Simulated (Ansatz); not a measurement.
**SnTe (Fm-3m): modes against biaxial strain in the (001) plane**

Wanted: the shifts of the zone-centre modes of SnTe (Fm-3m) with strain.

Method: DFT LDA, scalar-relativistic, plane waves, PAW; PAW set soft_1, in Ansatz 0.2.0.

Most raw output is cut from this account.

The database entry behind the starting cell differs from later determinations by our own check (about 0.3 % short), so it need not match the best structure at ambient conditions.

## (1) The structure

The structure is cubic, space group Fm-3m (No. 225). The conventional cell has a = 6.302 Å, b = 6.302 Å, c = 6.302 Å, α = 90.00°, β = 90.00°, γ = 90.00°. Sn has 6 Te at 3.15 Å nearest. Te has 6 Sn at 3.15 Å nearest. Farther neighbours and most contacts between anions are not listed.

## (2) Bringing the structure to rest

The cell and atoms are relaxed, since residual forces and stress would shift the frequencies.

input.yaml reads:

```yaml
crystal:
  lattice:
    - [0.0, 3.15085, 3.15085]
    - [3.15085, 0.0, 3.15085]
    - [3.15085, 3.15085, 0.0]
  atoms:
    - { symbol: Sn, position: [0.0, 0.0, 0.0] }
    - { symbol: Te, position: [0.5, 0.5, 0.5] }
kpoints:
  mp_grid: { grid: [10, 10, 10] }
hamiltonian:
  xc: lda
  pseudopotentials: { kind: paw, azcp: { folder: soft_1 }, xc_functional: pbe }
scf:
  occupations: { method: gaussian, width: 0.01 }
output:
  forces: true
  stress: true
  eigenvalues: true
relax:
  adjacent_minimum: "off"
  f_tol: 0.005
  max_steps: 80
  cell: { stress_tol: 0.05 }
```

Run with:

```console
> ansatz run input.yaml --threads 4 --pin off --max-ram 10240MiB --backend cpu --events-out ev --progress --plain --runs-dir out
```

It took 4.1 s on 4 threads of Arm Neoverse V1, shared host; peak memory 0.37 GiB; 15 s of CPU time.

Step by step:

| step | energy less that of the first step (eV) | largest force component (eV/Å) | pressure (GPa) | volume (Å³) |
| --- | --- | --- | --- | --- |
| 1 | 0.0000 | 0.0000 | -1.50 | 62.56 |
| 2 | -0.0084 | 0.0000 | 0.64 | 59.87 |
| 3 | -0.0097 | 0.0000 | -0.03 | 60.65 |
| 4* | -0.0094 | 0.0000 | -0.04 | 60.65 |

Relaxation steps marked * repeat the geometry before them on a plane-wave basis chosen anew for their cell, so energy and pressure can jump there.

Forces are held to the 48 operations that the run works with; a distortion that breaks them can't arise in this run.

| conventional cell, symmetrised | before | after | change |
| --- | --- | --- | --- |
| a (Å) | 6.302 | 6.237 | -1.0 % |
| b (Å) | 6.302 | 6.237 | -1.0 % |
| c (Å) | 6.302 | 6.237 | -1.0 % |
| volume (Å³/atom) | 31.28 | 30.33 | -3.1 % |

The relaxed structure:

```xyz
2
Lattice="0.0000 3.1185 3.1185 3.1185 0.0000 3.1185 3.1185 3.1185 0.0000" Properties=species:S:1:pos:R:3 pbc="T T T"
Sn    0.0000    0.0000    0.0000
Te    3.1185    3.1185    3.1185
```

Numbers from this step:

| Property | Result |
| --- | --- |
| pressure | -0.03638 GPa |
| gap on the k-mesh | 0.1962 eV |
| volume per atom | 30.33 Å³ |

In this step the volume went from 31.28 to 30.33 Å³/atom.

## (3) Tight relaxation

Phonons need small forces and stress, so the relaxation is finished with tight tolerances on 12×12×12 k points.

input.yaml, the sections that differ from step 2:

```yaml
crystal:
  lattice:
    - [0.0, 3.1184625018, 3.1184625018]
    - [3.1184625018, 0.0, 3.1184625018]
    - [3.1184625018, 3.1184625018, 0.0]
  atoms:
    - { symbol: Sn, position: [0.0, 0.0, 0.0] }
    - { symbol: Te, position: [0.5, 0.5, 0.5] }
kpoints:
  mp_grid: { grid: [12, 12, 12] }
relax:
  adjacent_minimum: "off"
  f_tol: 0.001
  max_steps: 60
  cell: { stress_tol: 0.01 }
# hamiltonian, scf, output: as in step 2
```

It took 5.9 s on 4 threads; peak memory 0.4 GiB.

Little changed from the start: no atom moved by 0.005 Å and no cell edge by 0.1 %.

Numbers from this step:

```yaml
pressure: -5.90e-5 GPa
gap_on_the_k_mesh: 0.1982 eV
volume_per_atom: 30.31 Å³
```

The forces vanish by symmetry and the pressure is 0.000 GPa, within the tolerances set. The cell now holds 30.31 Å³/atom.

## (4) Zone-centre response at rest

Phonons follow from the second derivative of the energy, found here by linear response.

The modes at rest are the reference of the series.

input.yaml, the sections that differ from step 3:

```yaml
crystal:
  lattice:
    - [0.0, 3.117845228, 3.117845228]
    - [3.117845228, 0.0, 3.117845228]
    - [3.117845228, 3.117845228, 0.0]
  atoms:
    - { symbol: Sn, position: [0.0, 0.0, 0.0] }
    - { symbol: Te, position: [0.5, 0.5, 0.5] }
output:
  eigenvalues: true
phonons:
  method: dfpt
# kpoints, hamiltonian, scf: as in step 3
# relax: removed
```

The job ended after 14 s (4 threads; peak memory 0.77 GiB; 54 s of CPU time).

This step gave:

```yaml
sum_rule_residual_before_enforcement: 8.25e-5 eV/Å²
point_group: m-3m
highest_optical_mode_at_the_zone_centre_no_lo_to_term: 28.68 cm⁻¹
lowest_optical_zone_centre_mode: 28.68 cm⁻¹
```

Without the LO-TO term. Patterns of degenerate modes are one choice out of their space. Modes at Γ, with each element's share of the kinetic energy:

| mode | frequency (cm⁻¹) | symmetry | Sn % | Te % |
| --- | --- | --- | --- | --- |
| 1 | 0.0 | acoustic | 48 | 52 |
| 2 | 0.0 | acoustic | 48 | 52 |
| 3 | 0.0 | acoustic | 48 | 52 |
| 4 | 28.7 | T1u | 52 | 48 |
| 5 | 28.7 | T1u | 52 | 48 |
| 6 | 28.7 | T1u | 52 | 48 |

Displacements in mode 4 (28.7 cm⁻¹), the largest set to 1:
```
Sn1  0.00  0.00  1.00
Te2  0.00  0.00 -0.93
```

Before it was imposed, the acoustic sum rule was missed by 8.2e-5 eV/Å². Small misses are needed for a sound result but don't prove that mesh and cutoff are converged. The lowest optical mode is real, 28.7 cm⁻¹.

## (5) A member of the series: biaxial strain of -3 % in the (001) plane

The cell takes a biaxial strain of -3 % in the (001) plane. The strained lengths are held, while the rest of the cell and the atoms relax.

input.yaml, the sections that differ from step 4:

```yaml
crystal:
  lattice:
    - [0.0, 3.0243098712, 3.1202883546]
    - [3.0243098712, 0.0, 3.1202883546]
    - [3.0243098712, 3.0243098712, 0.0]
  atoms:
    - { symbol: Sn, position: [0.0, 0.0, 0.0] }
    - { symbol: Te, position: [0.5, 0.5, 0.5] }
  conventional_axes: [[-1, 1, 1], [1, -1, 1], [1, 1, -1]]
output:
  forces: true
  stress: true
  eigenvalues: true
relax:
  adjacent_minimum: "off"
  f_tol: 0.001
  max_steps: 60
  cell: { stress_tol: 0.01, fix: [a, b, gamma] }
# kpoints, hamiltonian, scf: as in step 4
# phonons: removed
```

It took 11 s on 4 threads; peak memory 0.46 GiB.

Little changed from the start: no atom moved by 0.005 Å and no cell edge by 0.1 %.

This step gave:

```yaml
pressure: 3.617 GPa
gap_on_the_k_mesh: 0.1581 eV
volume_per_atom: 28.55 Å³
```

The forces vanish by symmetry.

## (6) Modes of this member: biaxial strain of -3 % in the (001) plane

The zone-centre modes follow for biaxial strain of -3 % in the (001) plane.

input.yaml, the sections that differ from step 5:

```yaml
crystal:
  lattice:
    - [0.0, 3.0243098712, 3.121489379]
    - [3.0243098712, 0.0, 3.121489379]
    - [3.0243098712, 3.0243098712, 0.0]
  atoms:
    - { symbol: Sn, position: [0.0, 0.0, 0.0] }
    - { symbol: Te, position: [0.5, 0.5, 0.5] }
output:
  eigenvalues: true
phonons:
  method: dfpt
# kpoints, hamiltonian, scf: as in step 5
# relax: removed
```

Wall time 34 s (4 threads); peak memory 1.1 GiB.

This step gave:

```yaml
sum_rule_residual_before_enforcement: 8.81e-5 eV/Å²
point_group: 4/mmm
highest_optical_mode_at_the_zone_centre_no_lo_to_term: 72.1 cm⁻¹
lowest_optical_zone_centre_mode: 40.67 cm⁻¹
```

Without the LO-TO term. Patterns of degenerate modes are one choice out of their space. The modes at Γ (shares of kinetic energy by element, %):

| mode | frequency (cm⁻¹) | symmetry | Sn % | Te % |
| --- | --- | --- | --- | --- |
| 1 | 0.0 | acoustic | 48 | 52 |
| 2 | 0.0 | acoustic | 48 | 52 |
| 3 | 0.0 | acoustic | 48 | 52 |
| 4 | 40.7 | A2u | 52 | 48 |
| 5 | 72.1 | Eu | 52 | 48 |
| 6 | 72.1 | Eu | 52 | 48 |

Displacements in mode 4 (40.7 cm⁻¹), the largest set to 1:
```
Sn1  0.00  0.00  1.00
Te2  0.00  0.00 -0.93
```

Displacements in mode 5 (72.1 cm⁻¹), the largest set to 1:
```
Sn1  1.00  0.00  0.00
Te2 -0.93  0.00  0.00
```

Without the LO-TO term the lowest optical mode is real, 40.7 cm⁻¹, and the highest lies at 72.1 cm⁻¹.

For the highest optical mode at the zone centre (no LO-TO term), step 4 gave 28.7 cm⁻¹; this run, with strain -3 %, gives 72.1 cm⁻¹ (+151 %).

## (7) Relaxation of a member: biaxial strain of +4 % in the (001) plane

The cell takes a biaxial strain of +4 % in the (001) plane. The strained lengths are held, while the rest of the cell and the atoms relax.

input.yaml, the sections that differ from step 6:

```yaml
crystal:
  lattice:
    - [0.0, 3.2425590372, 3.1137708804]
    - [3.2425590372, 0.0, 3.1137708804]
    - [3.2425590372, 3.2425590372, 0.0]
  atoms:
    - { symbol: Sn, position: [0.0, 0.0, 0.0] }
    - { symbol: Te, position: [0.5, 0.5, 0.5] }
  conventional_axes: [[-1, 1, 1], [1, -1, 1], [1, 1, -1]]
output:
  forces: true
  stress: true
  eigenvalues: true
relax:
  adjacent_minimum: "off"
  f_tol: 0.001
  max_steps: 60
  cell: { stress_tol: 0.01, fix: [a, b, gamma] }
# kpoints, hamiltonian, scf: as in step 6
# phonons: removed
```

It took 13 s on 4 threads; peak memory 0.48 GiB; 48 s of CPU time.

Little changed from the start: no atom moved by 0.005 Å and no cell edge by 0.1 %.

This step gave:

```yaml
pressure: -3.053 GPa
volume_per_atom: 32.72 Å³
gap_on_the_k_mesh: 0.06113 eV
```

The forces vanish by symmetry.

## (8) Modes of this member: biaxial strain of +4 % in the (001) plane

The zone-centre modes follow for biaxial strain of +4 % in the (001) plane.

input.yaml, the sections that differ from step 7:

```yaml
crystal:
  lattice:
    - [0.0, 3.2425590372, 3.1121361635]
    - [3.2425590372, 0.0, 3.1121361635]
    - [3.2425590372, 3.2425590372, 0.0]
  atoms:
    - { symbol: Sn, position: [0.0, 0.0, 0.0] }
    - { symbol: Te, position: [0.5, 0.5, 0.5] }
output:
  eigenvalues: true
phonons:
  method: dfpt
# kpoints, hamiltonian, scf: as in step 7
# relax: removed
```

It took 40 s on 4 threads; peak memory 1.1 GiB; 2.5 min of CPU time.

Numbers from this step:

```yaml
sum_rule_residual_before_enforcement: 1.39e-4 eV/Å²
highest_optical_mode_at_the_zone_centre_no_lo_to_term: -32.2 cm⁻¹
lowest_optical_zone_centre_mode: -62.88 cm⁻¹
```

Without the LO-TO term. Patterns of degenerate modes are one choice out of their space. Modes at Γ, with each element's share of the kinetic energy (negative means imaginary):

| mode | frequency (cm⁻¹) | symmetry | Sn % | Te % |
| --- | --- | --- | --- | --- |
| 1 | -62.9 | Eu | 52 | 48 |
| 2 | -62.9 | Eu | 52 | 48 |
| 3 | -32.2 | A2u | 52 | 48 |
| 4 | 0.0 | acoustic | 48 | 52 |
| 5 | 0.0 | acoustic | 48 | 52 |
| 6 | 0.0 | acoustic | 48 | 52 |

Displacements in mode 2 (-62.9 cm⁻¹), the largest set to 1:
```
Sn1  1.00  0.00  0.00
Te2 -0.93  0.00  0.00
```

Displacements in mode 3 (-32.2 cm⁻¹), the largest set to 1:
```
Sn1  0.00  0.00  1.00
Te2  0.00  0.00 -0.93
```

Without the LO-TO term the lowest optical mode is imaginary, 62.9i cm⁻¹, so the energy falls along it, and the highest lies at -32.2 cm⁻¹.

Between step 4 and this run (strain 4 %) the value for the highest optical mode at the zone centre (no LO-TO term) moves from 28.7 cm⁻¹ to -32.2 cm⁻¹.

## (9) All members side by side

The members are set side by side, also those not shown above.

Stress is positive in compression; energies are extrapolated to zero smearing, and E0 is that at rest; imaginary frequencies occur in the series; members with a gap under 0.05 eV are left out; the edges not held and the atoms are relaxed in each cell. State of the crystal along the series:

| strain (%) | in-plane stress (GPa) | free strain along [001] (%) | E - E0 (meV/atom) | gap on mesh (eV) |
| --- | --- | --- | --- | --- |
| -3 | 5.426 | 0.1169 | 28.32 | 0.1581 |
| -2 | 3.39 | 0.07836 | 12.13 | 0.2641 |
| -1 | 1.588 | 0.03943 | 2.923 | 0.2661 |
| 0 | -5.90e-5 | 0 | 0 | 0.1982 |
| 1 | -1.394 | -0.04047 | 2.712 | 0.1477 |
| 2 | -2.611 | -0.08352 | 10.45 | 0.1099 |
| 3 | -3.667 | -0.1307 | 22.66 | 0.08166 |
| 4 | -4.58 | -0.1831 | 38.83 | 0.06113 |

Optical modes are counted from below at rest and tracked from member to member by their patterns, and modes that stay within 0.3 cm⁻¹ of each other stand once; labels, where given, are those at rest; imaginary frequencies occur in the series; members with a gap under 0.05 eV are left out; the edges not held and the atoms are relaxed in each cell. Optical modes along the series:

| strain (%) | optical mode 1 T1u, doublet (cm⁻¹) | optical mode 2 T1u, singlet (cm⁻¹) |
| --- | --- | --- |
| -3 | 72.1 | 40.67 |
| -2 | 60.33 | 37.52 |
| -1 | 46.72 | 33.66 |
| 0 | 28.68 | 28.68 |
| 1 | -21.35 | 21.56 |
| 2 | -40.85 | 6.6 |
| 3 | -53.21 | -21.33 |
| 4 | -62.88 | -32.2 |

## (10) What came out

| Item | Value |
| --- | --- |
| members | 8 |
| highest optical mode at the zone centre (no LO-TO term), at rest | 28.68 cm⁻¹ |
| biaxial modulus in the (001) plane | 149 GPa |

**Reading.** The stress changes by 1.49 GPa for each percent, a biaxial modulus of 149 GPa in the (001) plane. For each percent the free edge responds with -0.04 %. The strain lowers the symmetry: the level at 28.7 cm⁻¹ splits, into -62.9 and -32.2 cm⁻¹ at +4 %. A mode is imaginary at strain (%) 1, 2, 3 and 4, where this structure is not a minimum. The gap on the mesh falls to 0.06 eV within the series. At strain (%) -4 the gap on the mesh is under 0.05 eV, where mesh and smearing no longer suit, so this member is left out. These are harmonic frequencies at zero temperature: anharmonic shifts, linewidths and thermal expansion are left out. Spin-orbit coupling is left out, which can matter for the heavy elements here. The PAW files were made for PBE; the program adapts parts of them to the functional of the run, but their partial waves stay those of PBE, an approximation that was not tested in this session. Only the zone centre was solved, so an instability at another wavevector cannot show here.

[Logs are printed without paths, hosts, clocks, repeated set-up lines and the standing remarks that a program may print on its own settings, such as how far it seeks lower states.]

[Hosts, paths, dates, database ids (printed as entryN), source tags and the programs' standing remarks are cut or masked in the printed files.]
